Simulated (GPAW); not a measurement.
Consider zinc-blende (GaAs)1-x(AlAs)x, x = 0.875.

```xyz
16
Lattice="0.0000 5.6600 5.6600 5.6600 0.0000 5.6600 5.6600 5.6600 0.0000" Properties=species:S:1:pos:R:3 pbc="T T T"
Al    5.6608    5.6589   11.3130
As    1.4024    1.4150    1.4201
Al    8.4787    2.8323    5.6718
As    4.2500    4.2429    1.4112
Al    2.8313    0.0078    2.8289
As    4.2376    1.4190    4.2507
Al    5.6578    8.4748    8.4847
As    7.0765    4.2341    4.2298
Al    5.6611    2.8422    8.4944
As    1.4242    4.2498    4.2427
Al    2.8447    5.6618    2.8281
As    4.2389    7.0901    4.2466
Al    8.4776    8.4867    5.6666
As    4.2388    4.2461    7.0752
Ga    5.6531    5.6491    5.6427
As    7.0736    7.0593    7.0732
```

Absorber: atom 2, with 4 Al at 2.45 Å (tetrahedral). Method: GPAW, LDA, excited-electron core hole (neutral cell), 16-atom cell with 8.0 Å between holes, 4×4×4 k points, dipole transitions, Gaussian full width 2.14 eV up to 4 eV, rising linearly to 3.5 eV at 25 eV.

Question: Where do the maxima of the As K edge fall?

Main maxima up to 26 eV above the zero (height): 4.2 eV (1.38), 6.4 eV (1.41), 13.0 eV (1.00), 17.2 eV (0.96), 20.4 eV (0.93) and 25.4 eV (1.08). A K edge sees empty p states on the absorber. 

The As K spectrum (energy from the bottom of the conduction band, which holds the excited electron; intensity scaled to a mean of 1 over the first 20 eV):

| E (eV) | intensity |
| --- | --- |
| -2.0 | 0.00 |
| -1.4 | 0.01 |
| -0.8 | 0.04 |
| -0.2 | 0.13 |
| 0.4 | 0.33 |
| 1.0 | 0.61 |
| 1.6 | 0.86 |
| 2.2 | 1.01 |
| 2.8 | 1.13 |
| 3.4 | 1.28 |
| 4.0 | 1.38 |
| 4.6 | 1.35 |
| 5.2 | 1.32 |
| 5.8 | 1.36 |
| 6.4 | 1.41 |
| 7.0 | 1.35 |
| 7.6 | 1.23 |
| 8.2 | 1.13 |
| 8.8 | 1.04 |
| 9.4 | 0.93 |
| 10.0 | 0.84 |
| 10.6 | 0.80 |
| 11.2 | 0.83 |
| 11.8 | 0.90 |
| 12.4 | 0.97 |
| 13.0 | 1.00 |
| 13.6 | 0.96 |
| 14.2 | 0.88 |
| 14.8 | 0.83 |
| 15.4 | 0.83 |
| 16.0 | 0.88 |
| 16.6 | 0.94 |
| 17.2 | 0.96 |
| 17.8 | 0.95 |
| 18.4 | 0.92 |
| 19.0 | 0.90 |
| 19.6 | 0.91 |
| 20.2 | 0.93 |
| 20.8 | 0.92 |
| 21.4 | 0.89 |
| 22.0 | 0.85 |
| 22.6 | 0.83 |
| 23.2 | 0.86 |
| 23.8 | 0.93 |
| 24.4 | 1.01 |
| 25.0 | 1.07 |
| 25.6 | 1.08 |
| 26.2 | 1.02 |
| 26.8 | 0.92 |
| 27.4 | 0.80 |

The script folds with a Gaussian, whereas the core hole's own line is a Lorentzian, so the onset is too steep and the first peak too high.

[Banner, clock and machine lines of the logs are left out without a mark of their own.]

[Logs are printed without paths, hosts, clocks, repeated set-up lines and the standing remarks that a program may print on its own settings, such as how far it seeks lower states.]

[Hosts, paths, dates, database ids (printed as entryN), source tags and the programs' standing remarks are cut or masked in the printed files.]

[Lists of maxima count a maximum above −3 eV only where it reaches 4 % of the highest in the window and stands out from its surroundings by 2 % of it (1.5 % where it reaches 55 %); shoulders and weaker maxima are passed over, and of the rest the first, up to two pre-edge ones and the few strongest are named.]
